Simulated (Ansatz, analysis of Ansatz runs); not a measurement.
# MgH2 (P4_2/mnm), nudged elastic band: V_Mg hop (3.0 Å) (q = −2), part 5 of 5

Wanted: path and barrier of a jump of Mg in MgH2 (P4_2/mnm) at charge −2. The case: V_Mg hop (3.0 Å), in a cell of 72 host atoms with 1 Mg taken out.

Ansatz 0.2.0; plane-wave PAW DFT, PBEsol; nudged elastic band between two relaxed defect structures at fixed charge in a uniform background.

So far, barrier forward (eV): step 4 (nudged elastic band, charge −2, PBEsol) 0.735; step 6 (barrier from single points, PBEsol, denser k-mesh) 0.739; step 8 (barrier from single points, LDA, LDA PBEsol, analysis of Ansatz runs) 0.731; step 10 (barrier from single points, r2SCAN) 0.835.

## (11) Single point at the top of the path, PBEsol

A single point at the top of the band gives the levels near the gap and the populations there.

This step: plane-wave PAW DFT, PBEsol; single point of a defect supercell on a structure of the PBEsol path.

Input file qm2.top.probe/input.yaml:

```yaml
crystal:
  lattice:
    - [8.95437031, 0.0, 0.0]
    - [0.0, 8.95437031, 0.0]
    - [0.0, 0.0, 9.0232221]
  atoms:
    - { symbol: Mg, position: [0.25753671, 0.2571076, 0.17115495] }
    - { symbol: Mg, position: [0.00011552, -0.00028604, 0.00097766] }
[... 4 atom lines left out ...]
    - { symbol: Mg, position: [0.26402214, 0.26358498, 0.50093874] }
[... 1 atom line left out ...]
    - { symbol: H, position: [0.3499806, 0.34961748, 0.33347956] }
[... 5 atom lines left out ...]
    - { symbol: H, position: [0.34999923, 0.34963419, 0.66875655] }
[... 6 atom lines left out ...]
    - { symbol: H, position: [0.40356939, 0.60571878, 0.15793396] }
[... 2 atom lines left out ...]
    - { symbol: Mg, position: [0.23818601, 0.75558058, 0.50092809] }
[... 2 atom lines left out ...]
    - { symbol: H, position: [0.35358729, 0.59221019, 0.5010923] }
[... 13 atom lines left out ...]
    - { symbol: H, position: [0.60614848, 0.40320486, 0.15791191] }
    - { symbol: Mg, position: [0.75598402, 0.2377663, 0.50092976] }
[... 4 atom lines left out ...]
    - { symbol: H, position: [0.59252948, 0.35309834, 0.50107456] }
[... 13 atom lines left out ...]
    - { symbol: Mg, position: [0.54030002, 0.5398663, 0.50205282] }
[... 2 atom lines left out ...]
    - { symbol: H, position: [0.65553032, 0.65532036, 0.3572441] }
[... 4 atom lines left out ...]
    - { symbol: H, position: [0.6558577, 0.65563984, 0.64507033] }
    - { symbol: H, position: [0.5914617, 0.89427808, 0.832123] }
total_charge: -2
basis:
  ecutwfc: 420
  xc_grid: 2
hamiltonian:
  xc: pbesol
kpoints:
  mp_grid: { grid: [1, 1, 1], shift: [0.25, 0.25, 0.25] }
scf:
  occupations: { method: fixed }
  max_iter: 100
output:
  forces: true
  eigenvalues: true
  eigenstates: { localisation: true }
  populations: true
  write_density: true
  write_potential: true
  volumetric_format: npy
  elf: true
checkpoint:
  write: "../qm2.top.probe.run"
  compress: false
  write_wavefunctions: false
  write_every: 100000
```

Run with:

```bash
$ ansatz run input.yaml --threads 4 --pin off --max-ram 7536MiB --backend cpu --events-out ev --progress --plain --runs-dir out
```

Numbers of over 12 decimals in the logs are rounded to 6 here.

What it wrote:

```text
[...]
Crystal: 71 atoms, lattice volume = 723.489 Å³
Basis set: ecut = 420 eV, 14111 PW (Γ), exchange–correlation on 120×120×128 points (8 copies of the dense FFT grid, shifted against one another)
Bands: 211, of which v1, the nominal top of the filled ones, is band 140 counted from 1 (139 counted from 0)
Symmetry: 1 space group operations
[...]
k-points: 1
[...]
SCF iter   1: F=—  HF=-44731.169346 eV  |F-HF|=—  |Δ(HF+E_count)|=         —  Δρ=1.88e-2  dr2=1.71e0  ethr=1.77e-3  ⟨swp⟩=5.0  Hψ=669  notcnv=0  defer=67
[...]
SCF iter   7: F=-44730.294299 eV  HF=-44730.294299 eV  |F-HF|=1.52e-9  |Δ(HF+E_count)|=   3.67e-7  Δρ=1.81e-6  dr2=1.72e-8  ethr=3.57e-11  ⟨swp⟩=21.0  Hψ=1931  notcnv=0
SCF 1 converged in 7 iterations: F = -44730.294299 eV  dr2 = 1.72e-8
[...]
SCF converged after 7 iterations
Free energy (F): -44730.294299 eV
[...]
[... 4 atoms left out ...]
  atom  48  H      0.00357261     0.00847341    -0.00075603
  [... 13 atoms left out ...]
  atom  62  Mg    -0.00565961    -0.00400745    -0.00155354
  [... 2 atoms left out ...]
  atom  65  H     -0.00440057    -0.00842651    -0.00011063
[...]
atom  70  H     -0.00125594    -0.00521256     0.00186473
  [... 1 atom left out ...]
  max |Σ_I F_I| component: 2.73e-6 eV/Å
--- Band table (eV) ---
[...]
--- Löwdin populations: 71 sites ---
  site symbol       q [e]
     0     Mg      8.5722
     1     Mg      8.5776
[...]
6     Mg      8.5893
  [... 1 atom left out ...]
     8      H      1.6479
[...]
14      H      1.6475
[...]
24     Mg      8.5767
[...]
27      H      1.6498
[...]
42     Mg      8.5767
  [... 4 atoms left out ...]
    47      H      1.6496
  [... 13 atoms left out ...]
    61     Mg      8.5971
  [... 2 atoms left out ...]
    64      H      1.6744
  [... 4 atoms left out ...]
    69      H      1.6750
  [... 1 atom left out ...]
  spilling = 0.007858 (of n_electrons = 280.000000)
[key lines of the parts left out:]
Fermi energy:    2.000598 eV
```

Wall time 8.3 s (4 threads of Arm Neoverse V2, shared host); peak memory 1 GiB; 31 s of CPU time.

Read from the output:

```
free energy : -44730.2943 eV
```

From eigenstates.tsv, first k-point; energies on the run's zero. The participation number counts the atoms that a state is spread over, of 71; bands count from 0.

```
spin  band  energy (eV)  occupation  participation  largest share on  share
both   134        1.458        2.00           15.2               H28   0.15
both   135        1.610        2.00           17.5                H9   0.13
both   136        1.742        2.00           16.9               H54   0.10
both   137        1.813        2.00           15.8               H15   0.17
both   138        1.920        2.00           33.7                H9   0.09
both   139        2.001        2.00            8.4               H22   0.17
both   140        5.432        0.00           65.2              Mg55   0.03
both   141        6.047        0.00           44.3              Mg20   0.04
both   142        6.078        0.00           51.7              Mg14   0.04
both   143        6.240        0.00           59.3               H18   0.03
both   144        6.512        0.00           47.4               H63   0.04
```

Under PBEsol at one point at (¼, ¼, ¼), the highest filled state is spread over 8 of 71 atoms, and the lowest empty one, 3.43 eV above it, is spread over 65 of 71 atoms.

Löwdin populations of the atoms near the centre, and their excess over far atoms of the same element, which can also hold differences between inequivalent host sites (the log counts sites from 0):

```
atom  distance from the centre (Å)  electrons  excess
Mg62                          0.51      8.597   0.024
 H28                          1.55      1.650  -0.032
 H48                          1.55      1.650  -0.032
 H65                          2.35      1.674  -0.007
 H70                          2.37      1.675  -0.006
  H9                          2.42      1.648  -0.034
 H15                          2.44      1.648  -0.034
 Mg7                          2.99      8.589   0.016
```

Electrostatic potential energy in the ab plane at fractional z = 0.500, through the centre, with atoms of Mg and H within 0.45 Å of it. With pseudopotentials it is smooth inside the atoms' cores, unlike the true potential.

Values in eV, 13 rows by 16 columns, each cell a mean:
```
  3  -9   3   6   6   6   6   5   3  -9  -1   6   5   5   5   5
  2 -22  -2  -1  -1   3   6   6   5 -17  -6  -1  -7  -2   3   6
  6   4  -7 -42 -41  -6   4   7   7   6   1 -27 -56 -29   0   6
  7   4  -8 -44 -44  -6   5   6   5   5   2 -18 -41 -19   1   6
  6   5   3  -2  -2  -8  -1   1  -6  -4   2   2   0   1 -13   1
  5   5   6   6   5 -17  -9 -14 -52 -43  -4   4   6   4 -17  -2
  4   3   6   7   7   6   4  -9 -38 -29  -1   5   7   7   5   4
  3 -26  -7   4   4   5   5   4   0  -7   2   5   5   6   6   5
  6   1   0 -12 -26  -8   4   7   4 -25  -5  -4  -9  -1   5   6
  7   6  -1 -37 -61 -27   2   7   7   5  -2 -41 -56 -19   2   6
  7   6   3  -8 -19  -5   2   6   7   6   0 -24 -36 -10   3   6
  6   6   6   5   4   2 -29  -4   5   6   5   2   1   0 -26  -2
  4   5   7   7   7   6   0   3   4   5   6   6   6   5  -4   2
```
Columns run along a (9.0 Å; values clipped at the 3rd and 97th percentile), rows up along b (9.0 Å). Atoms in or near the plane, at fractional coordinates: Mg at (0.26, 0.26), H at (0.40, 0.10), H at (0.10, 0.40), Mg at (0.24, 0.76), H at (0.35, 0.59), H at (0.09, 0.90), Mg at (0.76, 0.24), H at (0.90, 0.09), H at (0.59, 0.35), Mg at (0.77, 0.77), Mg at (0.54, 0.54), H at (0.90, 0.60), H at (0.60, 0.90).

ELF in the ab plane at fractional z = 0.500, through the centre, with atoms of Mg and H within 0.45 Å of it. It is the smooth field of the valence electrons, not physical close to the nuclei.

Values in units of 1e-1, 13 rows by 16 columns, each cell a mean:
```
 7.8  9.8  9.3  3.7  0.5  0.9  1.8  2.4  7.1  9.8  9.7  5.3  0.7  1.3  2.4  2.6
 9.3 10.0  8.7  2.5  0.5  0.7  0.7  1.8  8.5 10.0  9.6  3.5  1.0  0.5  0.6  2.4
 4.0  6.1  2.2  3.2  3.3  0.8  0.6  0.6  3.0  5.5  3.1  2.6  3.3  2.8  0.4  0.8
 0.8  0.6  0.9  3.3  3.3  2.0  4.7  2.3  0.6  1.1  1.2  1.8  3.1  2.1  3.7  3.8
 3.6  0.7  0.5  0.8  4.2  9.0  9.9  5.0  1.0  1.0  2.1  1.4  1.3  6.9  9.9  9.6
 4.0  1.3  0.8  1.2  7.7 10.0  9.3  2.8  3.3  3.3  0.8  1.0  2.2  8.9 10.0  9.4
 5.0  8.1  7.2  2.1  2.0  5.5  5.0  1.3  3.0  2.8  1.8  1.3  0.6  3.2  5.5  4.1
 9.0 10.0  9.9  5.0  0.5  0.7  0.8  1.6  5.6  8.0  9.5  5.7  0.8  0.6  0.7  2.1
 6.7  9.4  6.8  2.0  2.5  1.0  0.6  2.0  8.8 10.0  9.2  2.9  1.2  0.6  0.8  1.0
 0.8  2.0  0.9  3.2  3.0  2.6  0.7  0.9  3.4  6.7  2.9  3.3  3.3  2.0  0.7  0.6
 1.3  0.6  0.7  1.0  2.0  2.9  7.6  6.8  1.8  0.7  0.5  2.3  2.9  2.4  6.7  6.3
 4.1  0.7  0.7  0.6  2.4  9.3 10.0  9.8  5.0  0.7  0.6  0.4  2.1  8.6 10.0  9.8
 3.3  3.5  2.4  0.6  1.3  7.2  9.3  7.7  3.6  3.8  3.0  0.8  1.9  8.0  9.6  7.9
```
Columns run along a (9.0 Å), rows up along b (9.0 Å). Atoms in or near the plane, at fractional coordinates: Mg at (0.26, 0.26), H at (0.40, 0.10), H at (0.10, 0.40), Mg at (0.24, 0.76), H at (0.35, 0.59), H at (0.09, 0.90), Mg at (0.76, 0.24), H at (0.90, 0.09), H at (0.59, 0.35), Mg at (0.77, 0.77), Mg at (0.54, 0.54), H at (0.90, 0.60), H at (0.60, 0.90).

Valence density in the ab plane at fractional z = 0.500, through the centre, with atoms of Mg and H within 0.45 Å of it. It is the smooth field of the valence electrons, not physical close to the nuclei.

Ten steps, logarithmic in the rise over the least value, from '0' (0 e/Å³) to '9' (25 e/Å³), each cell a mean:
```
1111000000000111100000000
1232100000000133210000000
1332100000000133210000000
0121122100000012113430000
0001277510000000027972000
0000499710000000037983000
0000378510000000015751000
0000023111100000000111110
0000000123210110000012321
0000000134214662000002332
0000000122227994000001221
0000000011116883000000110
1121000000002441000000000
1233100000000111100000000
1233100000000133210000000
0121112200000134210000000
0000158740000122124520000
0000169950000001148961000
0000047730000000048961000
0000002211110000025631110
0000000012321000000111221
0000000013421000000012431
0000000012221000000002321
0000000000110000000001111
```
Columns run along a (9.0 Å), rows up along b (9.0 Å). Atoms in or near the plane, at fractional coordinates: Mg at (0.26, 0.26), H at (0.40, 0.10), H at (0.10, 0.40), Mg at (0.24, 0.76), H at (0.35, 0.59), H at (0.09, 0.90), Mg at (0.76, 0.24), H at (0.90, 0.09), H at (0.59, 0.35), Mg at (0.77, 0.77), Mg at (0.54, 0.54), H at (0.90, 0.60), H at (0.60, 0.90).

The distance between the highest filled and the lowest empty level goes from 3.45 eV at the start to 3.43 eV at the top.

## (12) What came out

```yaml
barrier_forward: 0.74 eV
barrier_backward: 0.74 eV
end_less_start: 0.00 eV
hop_length: 2.86 Å
band_iterations_as_the_log_counts_them: 10
barrier_from_single_points_pbesol_denser_k_mesh: 0.74 eV
barrier_from_single_points_lda: 0.73 eV
barrier_from_single_points_r2scan: 0.84 eV
```

What this shows: The top of the band lies 0.74 eV above the start and 0.74 eV above the end, which are alike in energy and neighbours. With an assumed prefactor of 1e13 per second it gives one hop a second along this one path at about 290 K; whether such hops link up through the crystal wasn't checked. At the top Mg62 stands 1.74 Å from its nearest H, 0.10 Å closer than at the start. Across functionals on this path (PBEsol 0.735, LDA 0.731 and r2SCAN 0.835 eV) the forward values spread by 0.105 eV. No image-charge correction is applied; it largely cancels along a path if the charge stays localised alike. Limits: one k-point off the zone centre stands for the whole zone; periodic copies of the defect are only 9.0 Å apart.

[Logs are printed without paths, hosts, clocks, repeated set-up lines and the standing remarks that a program may print on its own settings, such as how far it seeks lower states.]

[Hosts, paths, dates, database ids (printed as entryN), source tags and the programs' standing remarks are cut or masked in the printed files.]
